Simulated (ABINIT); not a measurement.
# Calculated records

```
How the form of the self-energy moves the gap of Ba2ScCuO4 (P4/mmm)
1.0
     4.17696    0.00000    0.00000
     0.00000    4.17696    0.00000
     0.00000    0.00000    8.07886
Ba Sc Cu O
2 1 1 4
Direct
  0.50000 0.50000 0.76798
  0.50000 0.50000 0.23202
  0.00000 0.00000 0.00000
  0.00000 0.00000 0.50000
  0.00000 0.50000 0.00000
  0.50000 0.00000 0.00000
  0.00000 0.00000 0.72467
  0.00000 0.00000 0.27533
# method: RPA screening on PBEsol, plane waves, norm-conserving pseudopotentials (and 4 further levels or steps)
# program: ABINIT 10.8.3
# settings: cutoff 42 Ha, PseudoDojo scalar-relativistic 0.4.1 standard, norm-conserving, ngkpt (2, 2, 1), nband 130, ecuteps 4.2 Ha, gwcalctyp 2, nfreqre 16, nfreqim 8, inclvkb 2, freqremax 40 eV, spmeth 1, nomegasf 120, shiftk (0, 0, 0), symchi 1, awtr 1, frequency cd, 2×2×1 k-mesh
# cost: 9 runs, 5.1 min in all on 4 MPI ranks of Arm Neoverse V2, shared host
# notes: In doubt: a PseudoDojo file used here is known to give poor structures and forces, which bears on pressures, cells, forces and phonons. The program’s warnings: Min real frequency set to default [Ha] = and nproc spkpt=  >= nkpt= * nsppol=. The cell and positions are those that the Materials Project relaxed with its own functionals (PBE, PBE+U or r2SCAN), kept fixed. Limits: d shell near the gap, gap tends to lie low; no spin-orbit coupling. Static COHSEX lies above G0W0: it lacks the factor Z and overstates the Coulomb hole of the filled states. The 2×2×1 mesh is coarse for this cell, which bears on the long-range parts of exchange and screening.
# G0W0, Godby-Needs plasmon pole: 2.738 eV
# G0W0, Engel-Farid plasmon pole: 2.670 eV
# G0W0, von der Linden-Horsch plasmon pole: 2.562 eV
# one-shot COHSEX: 3.387 eV
# one-shot Hartree-Fock: 12.533 eV
# G0W0, contour deformation: 2.762 eV
# known limits: short of the basis limit; d shell near the gap, gap tends to lie low; no spin-orbit coupling; coarse k mesh
```

[Long decimals in the printed logs are rounded to 6 places.]

[Logs are printed without paths, hosts, clocks, repeated set-up lines and the standing remarks that a program may print on its own settings, such as how far it seeks lower states.]

[Paths, hosts, dates, memory and timing lines, banners, echoed tables and standing remarks are left out of the program output; an Ansatz launch command may be rebuilt from the run's recorded settings. Measured values are a selection of at most five: reports struck by readers or far from the other reports are left out. None is set beside runs whose start may be inverted or whose files or cutoffs have a known fault.]

[Runs of the session that timed out or met a known fault of the program may be left out.]

[Hosts, paths, dates, database ids (printed as entryN), source tags and the programs' standing remarks are cut or masked in the printed files.]

[G0W0 gaps are taken among the corrected bands and points alone; a level outside them can change the order at an edge.]

[Where Ansatz stands beside ABINIT at settings called matched, ABINIT's density can come from a denser mesh and the files from another edition; pairs whose starting gaps differed by over 0.03 eV were left out, so agreement reads better than it is.]
